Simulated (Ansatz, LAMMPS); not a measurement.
# Al2O3 with crystalline order left by the classical run (155 atoms) under strain, part 2 of 3

How stiff is Al2O3 with crystalline order left by the classical run (155 atoms)?

Ansatz 0.2.0; Kohn-Sham DFT, r2SCAN, PAW (set soft_1), plane waves.

The cell: 62 Al and 93 O. The quench rate of 20 K/ps is orders of magnitude faster than experiment. The starting topology of bonds comes from the classical model. Only the Γ point is sampled.

So far. Step 2 (Single point at the start): The r.m.s. force at the start is 0.40 eV/Å. Step 3 (Cell and atoms relaxed): The relaxation converged after 11 steps, with a largest force component of 0.0088 eV/Å.

## (4) Single point at the relaxed geometry

The electronic structure is read at the final geometry, in a run of its own.

input.yaml

```yaml
crystal:
  lattice:
    - [11.87609, -0.21899, 0.77381]
    - [-0.21899, 11.14465, -0.42051]
    - [0.77381, -0.42051, 11.09074]
  atoms:
    - { symbol: Al, position: [0.64821, 0.31168, 0.50609] }
    - { symbol: Al, position: [0.73573, 0.21178, 0.99532] }
    - { symbol: Al, position: [0.76622, 0.01077, 0.85065] }
    - { symbol: Al, position: [0.64198, 0.95474, 0.11005] }
    - { symbol: Al, position: [0.02051, 0.39271, 0.57383] }
    - { symbol: Al, position: [0.47188, 0.51481, 0.71518] }
    [... 143 atom lines left out ...]
    - { symbol: O, position: [0.63385, 0.28569, 0.9169] }
    - { symbol: O, position: [0.98042, 0.50641, 0.08958] }
    - { symbol: O, position: [0.51176, 0.32196, 0.4552] }
    - { symbol: O, position: [0.56608, 0.51284, 0.57051] }
    - { symbol: O, position: [0.67386, 0.02651, 0.74043] }
    - { symbol: O, position: [0.82059, 0.1693, 0.84902] }
kpoints:
  mp_grid: { grid: [1, 1, 1] }
hamiltonian:
  xc: r2scan
  pseudopotentials: { kind: paw, azcp: { folder: soft_1 } }
scf:
  occupations: { method: fixed }
output:
  forces: true
  stress: true
  populations: intrinsic
  dos:
    method: { smearing: { sigma: 0.08 } }
    de: 0.1
    projected: { site_lists: { Al: [Al], O: [O] } }
  eigenvalues: true
  write_density: true
  write_potential: true
  volumetric_format: npy
  elf: true
```

The run is started by

```sh
$ ansatz run input.yaml --threads 4 --pin off --max-ram 8192MiB --backend cpu --events-out ev --progress --plain --runs-dir out
```

Numbers of over 12 decimals in the logs are rounded to 6 here.

The log of the run:

```text
[...]
Crystal: 155 atoms, lattice volume = 1458.751 Å³
Basis set: ecut = 500 eV, 37051 PW (Γ), exchange–correlation on 360×360×360 points (64 copies of the dense FFT grid, shifted against one another)
Bands: 527, of which v1, the nominal top of the filled ones, is band 372 counted from 1 (371 counted from 0)
Symmetry: 1 space group operations
[...]
k-points: 1
[...]
SCF iter   1: F=—  HF=-86681.501624 eV  |F-HF|=—  |Δ(HF+E_count)|=         —  Δρ=1.32e-1  dr2=2.53e2  dr2_τ=2.73e1  ethr=3.10e-3  ⟨swp⟩=5.0  Hψ=1812  notcnv=0  defer=151
[...]
SCF iter  11: F=-86637.353081 eV  HF=-86637.353081 eV  |F-HF|=1.46e-9  |Δ(HF+E_count)|=   2.39e-8  Δρ=5.33e-7  dr2=3.37e-9  dr2_τ=3.16e-10  ethr=1.34e-11  ⟨swp⟩=8.0  Hψ=2700  notcnv=0
SCF 1 converged in 11 iterations: F = -86637.353081 eV  dr2 = 3.37e-9
[...]
SCF converged after 11 iterations
Free energy (F): -86637.353081 eV
[...]
Internal energy: -86637.353081 eV  (E = F + TS)
E sigma→0 (E₀):  -86637.353081 eV
Fermi energy:    7.072823 eV
[...]
--- Forces (eV/Å), atoms counted from 1 ---
  atom   1  Al     0.00767461    -0.00063707    -0.00382196
  atom   2  Al    -0.00151215    -0.00802724    -0.00104052
  atom   3  Al     0.00361103    -0.00023222     0.00263295
  atom   4  Al    -0.00004051     0.00619388     0.00136394
  atom   5  Al     0.00551889     0.00030890    -0.00162632
  atom   6  Al     0.00217182    -0.00207428    -0.00206842
  atom   7  Al     0.00002844    -0.00246212     0.00474033
  atom   8  Al     0.00010728     0.00126983    -0.00025773
  atom   9  Al     0.00000055    -0.00177119     0.00302979
  atom  10  Al    -0.00038004     0.00006889     0.00275157
  atom  11  Al    -0.00091343     0.00076554    -0.00422434
  atom  12  Al    -0.00167132     0.00076419    -0.00031058
  atom  13  Al    -0.00260960     0.00250852     0.00140700
  atom  14  Al    -0.00208934    -0.00062838     0.00075803
[...]
atom 154  O      0.00092270     0.00221030    -0.00015024
  atom 155  O     -0.00051023     0.00012924     0.00011867
  max |Σ_I F_I| component: 9.12e-5 eV/Å
--- Stress (GPa, compression-positive) ---
       -0.001694       0.006319      -0.008381
        0.006296       0.006823      -0.001715
       -0.008408      -0.001725      -0.004941
  P = ⅓ Tr σ = 0.0001 GPa (0.001 kbar)
--- Band table (eV) ---
[...]
--- intrinsic populations: 155 sites ---
  site symbol       q [e]
     0     Al      1.6229
     1     Al      1.6442
     2     Al      1.6297
[...]
154      O      6.9336
  spilling = -0.000000 (of n_electrons = 744.000000)
```

Elapsed: 84 s, on 4 threads of Arm Neoverse V2, shared host; peak memory 4.7 GiB; 5.5 min of CPU time.

Numbers from this run:

| Property | Result |
| --- | --- |
| free energy | -86637.3531 eV |
| free energy per atom | -558.9507 eV/atom |
| SCF cycles | 11 |
| pressure | 6.24e-5 GPa |
| r.m.s. force component | 0.00206 eV/Å |
| longest force | 0.00926 eV/Å |
| Fermi energy | 7.073 eV |
| gap (highest filled to lowest empty level) | 4.794 eV |

Intrinsic-atomic-orbital charges by element and coordination:

```csv
element,coordination,atoms,mean charge (e),spread,least,most
Al,all,62,1.37,0.0348,1.30,1.44
Al,4,16,1.42,0.0171,1.38,1.44
Al,5,16,1.38,0.0107,1.36,1.40
Al,6,30,1.34,0.0174,1.30,1.38
O,all,93,-0.913,0.0223,-0.967,-0.873
O,2,3,-0.962,0.003,-0.965,-0.958
O,3,49,-0.927,0.012,-0.967,-0.903
O,4,34,-0.894,0.0115,-0.926,-0.874
O,5,7,-0.885,0.0058,-0.889,-0.873
```

Density of states as counts of states in windows of 1 eV (from the Fermi level), total and the larger projections:

```csv
from (eV),to (eV),total,O p,Al p
-14,-8,0.0,0.0,0.0
-8,-7,31.2,23.6,2.2
-7,-6,64.2,48.9,6.9
-6,-5,73.0,57.4,9.6
-5,-4,75.7,63.2,8.2
-4,-3,97.3,86.4,7.4
-3,-2,115.0,107.9,4.2
-2,-1,76.8,73.7,1.4
-1,0,24.0,23.1,0.4
0,1,0.9,0.9,0.0
1,4,0.0,0.0,0.0
4,5,2.0,0.0,0.0
```

The curve was stored every 0.10 eV, coarse against its broadening of 0.08 eV, so these counts are rough.

With fixed occupations the program's Fermi level is the highest filled level; weight inside the gap is the broadening of levels at its edges.

Between -22 and -14 eV lie 186 more states.

The levels nearest the highest filled one (over half full), pooled over k-points and spins:

```csv
level less the highest filled one (eV),occupation
-0.636,2
-0.634,2
-0.558,2
-0.524,2
-0.486,2
0,2
4.79,0
6.41,0
6.60,0
6.73,0
6.87,0
7.00,0
```

ELF in the ac plane at fractional y = 0.226, with atoms of Al and O within 0.2 Å of it. It is the smooth field of the valence electrons, not physical close to the nuclei.

Ten even steps from '0' (0.01) to '9' (0.83), each cell a mean:
```
6520156764200011111367851001100014
8620389899510000001699983157641015
5410499579610244101699972279984002
0000279999511689841267630279997200
0000014676202789851001100279995100
2100000000001578730011000134431123
7520366642000123213677620000001578
9830599997200000006999961035421589
9830698699400220007999971169972258
4311599999302565204789851169984113
0000257775113665201245420047874100
2000000110013542100001110003441133
7300013444200011232115886300001489
8520158999820001232138999710011379
5410169879960012110049769820354224
0000159989961255310038999822698620
0012115898620145541003687413799840
0012100122100013431011110001467520
2211024652100000000467763000111101
3210169998510000001799997125653101
1000279669830012101699997148998520
0000169879840146751268996148989830
0000025788620147762013553038999720
2110001122100135752012200003565201
```
Columns run along a (11.9 Å), rows up along c (11.1 Å). Atoms in or near the plane, at fractional coordinates: Al at (0.74, 0.00), Al at (0.50, 0.92), Al at (0.49, 0.18), Al at (0.47, 0.67), Al at (0.38, 0.43), O at (0.22, 0.89), O at (0.68, 0.39), O at (0.21, 0.63), O at (0.23, 0.12).

Electrostatic potential energy in the ac plane at fractional y = 0.226, with atoms of Al and O within 0.2 Å of it. With pseudopotentials it is smooth inside the atoms' cores, unlike the true potential.

Ten even steps from '0' (-23 eV) to '9' (14 eV), each cell a mean:
```
6544688777788864554688646854799998
6454463016888755995575665556899998
7444461003899864675576788876699998
8766786226999976555789999985479999
9888899999999976788999999876568999
9888899999999876788999999754545899
7766789999998744557999999745864787
5544563369998648965644899864545775
7544430007998746865622699987667887
8765673128999875457887899998778999
8888899899988888888888889999888888
8999999999765578999876678999988778
8999999998546646899987678999986667
8999998546559955899996115999987667
8999885001555546899994000799988888
9987666202786668899998312788877899
9985444678999888889999865556766899
9985454589999876556899855864688999
9987544689999854764688754774688888
8998875348999855996563255445788888
8999982002899975554561047776326888
9999995002899987666887667775002788
9999999767899998788898754446535888
8878888877788887667898648954789998
```
Columns run along a (11.9 Å; values clipped at the 3rd and 97th percentile), rows up along c (11.1 Å). Atoms in or near the plane, at fractional coordinates: Al at (0.74, 0.00), Al at (0.50, 0.92), Al at (0.49, 0.18), Al at (0.47, 0.67), Al at (0.38, 0.43), O at (0.22, 0.89), O at (0.68, 0.39), O at (0.21, 0.63), O at (0.23, 0.12).

Filled and empty levels are parted by 4.79 eV (at Γ alone); a semilocal functional tends to put such gaps too low. In a disordered cell it changes from sample to sample, and tail or defect levels can set it. Mean intrinsic-atomic-orbital charges: Al +1.37, O -0.91 e.

## (5) Volume -3 %

The relaxed cell is scaled evenly and the atoms are relaxed again; the stress at the end gives one point of P(V).

input.yaml, the sections that differ from step 4:

```yaml
crystal:
  lattice:
    - [11.75612, -0.21678, 0.76599]
    - [-0.21678, 11.03207, -0.41626]
    - [0.76599, -0.41626, 10.9787]
  atoms:
    [... the 155 atom lines of step 4 ...]
output:
  forces: true
  eigenvalues: true
  stress: true
relax:
  f_tol: 0.05
  max_steps: 70
# kpoints, hamiltonian, scf: as in step 4
```

The log of the run:

```text
Warning: output.stress: scf.convergence.dr2_threshold = 1e-7 eV (the SCF's general default) is looser than the 1.08e-8 eV advised for a printed stress (1e-10 eV for each atom of the cell: 155, of which 108 are counted). What an SCF threshold leaves in a stress goes as its square root, and in the free energy as the threshold itself, and one threshold admits the most on a small cell: [...]
[...]
Crystal: 155 atoms, lattice volume = 1414.988 Å³
Basis set: ecut = 500 eV, 35923 PW (Γ), exchange–correlation on 360×324×324 points (64 copies of the dense FFT grid, shifted against one another)
Bands: 527, of which v1, the nominal top of the filled ones, is band 372 counted from 1 (371 counted from 0)
Symmetry: 1 space group operations
[...]
k-points: 1
[...]
SCF iter   1: F=—  HF=-86682.174121 eV  |F-HF|=—  |Δ(HF+E_count)|=         —  Δρ=1.37e-1  dr2=2.58e2  dr2_τ=2.88e1  ethr=3.10e-3  ⟨swp⟩=5.0  Hψ=1820  notcnv=0  defer=151
[...]
SCF iter   8: F=-86636.377129 eV  HF=-86636.377130 eV  |F-HF|=1.25e-6  |Δ(HF+E_count)|=   9.15e-6  Δρ=2.60e-5  dr2=7.70e-6  dr2_τ=9.79e-7  ethr=8.40e-9  ⟨swp⟩=23.0  Hψ=3752  notcnv=0
SCF 1 converged in 8 iterations: F = -86636.377129 eV  dr2 = 7.70e-6
[...]
relax step   1: F+E_penalty+E_count = -86636.37712919 eV  Δ(F+E_penalty+E_count) = +0.000e0 eV  max|allowed force component| = 4.023e-1 eV/Å  Δτ_max = 0.0000 Å  (8 SCF iters, dr2 threshold 6.25e-5 eV, accepted)
[...]
relax step   2: F+E_penalty+E_count = -86636.49704841 eV  Δ(F+E_penalty+E_count) = -1.199e-1 eV  max|allowed force component| = 2.395e-1 eV/Å  Δτ_max = 0.0247 Å  (6 SCF iters, dr2 threshold 1.01e-5 eV, accepted)
[...]
relax step   3: F+E_penalty+E_count = -86636.57641691 eV  Δ(F+E_penalty+E_count) = -7.937e-2 eV  max|allowed force component| = 1.219e-1 eV/Å  Δτ_max = 0.0340 Å  (6 SCF iters, dr2 threshold 3.58e-6 eV, accepted)
relax step   4: F+E_penalty+E_count = -86636.62957722 eV  Δ(F+E_penalty+E_count) = -5.316e-2 eV  max|allowed force component| = 2.644e-1 eV/Å  Δτ_max = 0.2000 Å  (7 SCF iters, dr2 threshold 3.84e-6 eV, accepted)
relax step   5: F+E_penalty+E_count = -86636.65837960 eV  Δ(F+E_penalty+E_count) = -2.880e-2 eV  max|allowed force component| = 2.065e-1 eV/Å  Δτ_max = 0.2000 Å  (6 SCF iters, dr2 threshold 1.81e-5 eV, accepted)
relax step   6: F+E_penalty+E_count = -86636.68111418 eV  Δ(F+E_penalty+E_count) = -2.273e-2 eV  max|allowed force component| = 2.175e-1 eV/Å  Δτ_max = 0.2000 Å  (6 SCF iters, dr2 threshold 2.60e-5 eV, accepted)
relax step   7: F+E_penalty+E_count = -86636.72247177 eV  Δ(F+E_penalty+E_count) = -4.136e-2 eV  max|allowed force component| = 2.967e-2 eV/Å  Δτ_max = 0.0484 Å  (6 SCF iters, dr2 threshold 2.89e-5 eV, accepted)
[...]
relax step   8: F+E_penalty+E_count = -86636.72247225 eV  Δ(F+E_penalty+E_count) = -4.798e-7 eV  max|allowed force component| = 2.949e-2 eV/Å  Δτ_max = 0.0000 Å  (3 SCF iters, accepted)
[...]
SCF iter   2: F=-86636.722472 eV  HF=-86636.722472 eV  |F-HF|=4.70e-9  |Δ(HF+E_count)|=   5.22e-9  Δρ=1.03e-6  dr2=1.08e-8  dr2_τ=1.08e-9  ethr=5.73e-12  ⟨swp⟩=3.0  Hψ=1186  notcnv=0
SCF 9 converged in 2 iterations: F = -86636.722472 eV  dr2 = 1.08e-8
SCF converged after 2 iterations
Free energy (F): -86636.722472 eV
[...]
Internal energy: -86636.722472 eV  (E = F + TS)
E sigma→0 (E₀):  -86636.722472 eV
Fermi energy:    7.572118 eV
[...]
--- Forces (eV/Å), atoms counted from 1 ---
  atom   1  Al    -0.01862415    -0.01722609     0.00951561
  atom   2  Al    -0.00102484     0.01514486    -0.00344610
  atom   3  Al    -0.00620578    -0.01495036    -0.01159363
  atom   4  Al    -0.01754219    -0.00113260     0.00862870
  atom   5  Al     0.02946835     0.00560656     0.01362676
  atom   6  Al    -0.01536951     0.01367306     0.00775027
  atom   7  Al    -0.02309219    -0.01964475    -0.01452775
  atom   8  Al     0.00035804    -0.00476568    -0.00573568
  atom   9  Al     0.01784236     0.00363139     0.00623791
  atom  10  Al     0.01257955    -0.00960374     0.00426484
  atom  11  Al     0.01011595    -0.00248036    -0.01114529
  atom  12  Al     0.01658250    -0.00469340     0.00468937
  atom  13  Al     0.01671199     0.00155834     0.00280364
  atom  14  Al    -0.00266157     0.02289963     0.01162499
[...]
atom 154  O      0.00982484    -0.00521889     0.00522395
  atom 155  O     -0.00438596     0.00704074     0.00523274
  max |Σ_I F_I| component: 4.02e-5 eV/Å
--- Stress (GPa, compression-positive) ---
        5.498415      -0.339554       0.866017
       -0.339539       4.848510      -0.192964
        0.866014      -0.193009       4.729310
  P = ⅓ Tr σ = 5.0254 GPa (50.254 kbar)
--- Band table (eV) ---
[...]
--- Relaxed structure (8 steps of the walk, 8 accepted, 0 SCFs on fresh bases) ---
  F+E_penalty+E_count = -86636.72247225 eV   max|allowed force component| = 2.949e-2 eV/Å
  atoms:
    - { symbol: Al, position: [0.657670, 0.306418, 0.511965] }
    - { symbol: Al, position: [0.735188, 0.209684, 0.992136] }
    - { symbol: Al, position: [0.766654, 0.0083434, 0.847582] }
    - { symbol: Al, position: [0.640904, 0.955181, 0.109690] }
[...]
- { symbol: O, position: [0.823500, 0.168574, 0.846521] }
```

Elapsed: 6.3 min, on 4 threads; peak memory 4.2 GiB.

The program notes that the SCF threshold is loose for the stress.

The relaxation converged after 8 steps, 0.345 eV below its start, with a largest force component of 0.029 eV/Å.

Volume -3 %: the energy stands 0.631 eV above that of the reference, at a pressure of 5.03 GPa.

## (6) Volume +3 %

The relaxed cell is scaled to another volume.

Input and log are left out; they have the form of those shown for this kind of step.

Run time: 5.2 min. Hardware: 4 threads of Arm Neoverse V2, shared host; peak memory 4.7 GiB; 20 min of CPU time.

The relaxation converged after 6 steps, 0.237 eV below its start, with a largest force component of 0.042 eV/Å.

Volume +3 %: the energy stands 0.647 eV above that of the reference, at a pressure of -4.60 GPa.

[end of part 2 of 3]

[Logs are printed without paths, hosts, clocks, repeated set-up lines and the standing remarks that a program may print on its own settings, such as how far it seeks lower states.]

[Hosts, paths, dates, database ids (printed as entryN), source tags and the programs' standing remarks are cut or masked in the printed files.]
